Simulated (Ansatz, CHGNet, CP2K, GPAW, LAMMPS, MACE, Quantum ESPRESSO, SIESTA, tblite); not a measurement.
# Which run comes nearest? Amorphous carbon (100 atoms)

Density of this cell: 1.74 g/cm³. The cell holds 100 atoms: 100 C. Its edges and angles: a = 10.470 Å, b = 10.470 Å, c = 10.470 Å, α = 90.0°, β = 90.0°, γ = 90.0°. 100 atoms (100 C) placed at random at 1.74 g/cm³, melted at 5500 K for 10 ps at fixed volume with the LCBOP (Los and Fasolino, Phys. Rev. B 68, 024107 (2003)). Quenched from 5500 K to 300 K at 100 K/ps and fixed volume, held 5 ps.

Geometry: as built.

The reference, a calculation:

```
method                 : Kohn-Sham DFT, PBE, SSSP efficiency 1.3.0 pseudopotentials, plane waves (Quantum ESPRESSO 7.5); sssp-pbe-1.3.0-efficiency, cutoffs 45/360 Ry, Γ point
r.m.s. force component : 1.427 eV/Å
longest force          : 5.519 eV/Å
pressure               : -13.62 GPa
time                   : 2.6 min on 2 MPI ranks of Arm Neoverse V2, shared host
CPU time               : 5.2 min
```

**Question.** The same geometry is run in other programs. How far does each lie from the reference, and what does it cost?
- CP2K PBE, TZVP-MOLOPT, 450/50 Ry, diagonalisation (CP2K 2026.2; 4 MPI ranks)
- SIESTA PBE, DZP, shift 0.01 Ry, mesh 300 Ry (SIESTA 5.4.2; 2 MPI ranks)
- CP2K PBE, SZV-MOLOPT-SR, 450/50 Ry, diagonalisation (CP2K 2026.2; 1 thread)
- GPAW revPBE, LCAO dzp, h 0.2 Å (GPAW 26.7.0; 2 MPI ranks)
- GPAW PBE, LCAO szp(dzp), h 0.2 Å (GPAW 26.7.0; 1 thread)
- MACE MP-0b2 small potential (MACE MP-0b2 small; 1 thread)
- SIESTA PBE, DZP, shift 0.02 Ry, mesh 300 Ry (SIESTA 5.4.2; 2 MPI ranks)
- CP2K TPSS, PBE potentials, DZVP-MOLOPT-SR, 450/50 Ry, diagonalisation (CP2K 2026.2; 4 MPI ranks)
- tblite GFN1-xTB (tblite 0.8.0; 1 thread)
- QE PBE, sssp-1.3.0-efficiency, 20/160 Ry (Quantum ESPRESSO 7.5; 2 MPI ranks)

Differences are against the plane-wave reference, forces as r.m.s. over components; share is that over the reference's r.m.s. force, slope the least-squares factor from reference forces to these. Total energies of different programs have different zeros and aren't compared.

```csv
run,"Δ force, r.m.s. (meV/Å)",share (%),slope,Δ pressure (GPa),cores,CPU time,memory (GiB)
reference,-,-,-,-,2,5.2 min,2.8
"CP2K PBE, TZVP-MOLOPT, 450/50 Ry, diagonalisation",22.4,1.57,1.000,0.391,4,68 min,3.4
"SIESTA PBE, DZP, shift 0.01 Ry, mesh 300 Ry",228,16.0,1.033,4.82,2,5.2 min,1.5
"CP2K PBE, SZV-MOLOPT-SR, 450/50 Ry, diagonalisation (coarse)",514,36.1,1.302,5.15,1,3 min,1.8
"GPAW revPBE, LCAO dzp, h 0.2 Å",187,13.1,1.022,-,2,3.2 min,1.4
"GPAW PBE, LCAO szp(dzp), h 0.2 Å (coarse)",407,28.5,1.019,-,1,2.1 min,0.89
MACE MP-0b2 small potential,845,59.2,0.466,4.76,1,5.3 s,0.67
"SIESTA PBE, DZP, shift 0.02 Ry, mesh 300 Ry",187,13.1,1.033,0.942,2,3.3 min,1.2
"CP2K TPSS, PBE potentials, DZVP-MOLOPT-SR, 450/50 Ry, diagonalisation",62.3,4.36,1.034,0.793,4,13 min,2.9
tblite GFN1-xTB,275,19.3,1.046,-5.88,1,2.1 s,0.11
"QE PBE, sssp-1.3.0-efficiency, 20/160 Ry (coarse)",344,24.1,1.045,-28.4,2,2 min,0.89
```

Rows marked coarse use a setting chosen to be so.

Times of the machine-learned potentials are mostly Python's start and the loading of weights.

CPU time is summed over cores on a shared host, where runs went side by side, so it is rough. Symmetry, cutoffs, thresholds, outputs and thread counts weren't matched or tuned between programs; memory under MPI is the largest rank's times the ranks.

The PBE runs in local orbitals, coarse settings apart, differ by 1.6 % (CP2K PBE, TZVP-MOLOPT, 450/50 Ry, diagonalisation) to 16 % (SIESTA PBE, DZP, shift 0.01 Ry, mesh 300 Ry); basis, grid and potentials can all enter. Tight binding differs by 19 % (tblite GFN1-xTB); it is another model, with fitted parameters of its own, and the xTB methods hold dispersion. Machine-learned potentials differ by 59 % (MACE MP-0b2 small potential); they were trained on other programs' data. Among those trained on PBE data the slope goes as low as 0.47, with a correlation of 0.88, so directions differ as well as sizes. Rows with another functional or a dispersion term differ by 4.4 % (CP2K TPSS, PBE potentials, DZVP-MOLOPT-SR, 450/50 Ry, diagonalisation) to 13 % (GPAW revPBE, LCAO dzp, h 0.2 Å), which mixes the change of model with differences of basis and potentials, some of them made for another functional. Periodic xTB results under one method name differ between programs and library versions. Machine-learned potentials mimic data converged in k, so the reference's own k-point error enters their differences. The network of bonds at the start is that of the classical potential that made the cell, and needn't be the one that DFT or experiment would give. The electronic-structure runs sample only Γ, in a cell whose shortest periodic width is 10 Å, which is coarse for a cell with partly filled levels.

[Long decimals in the printed logs are rounded to 6 places.]

[Logs are printed without paths, hosts, clocks, repeated set-up lines and the standing remarks that a program may print on its own settings, such as how far it seeks lower states.]

[Hosts, paths, dates, database ids (printed as entryN), source tags and the programs' standing remarks are cut or masked in the printed files.]
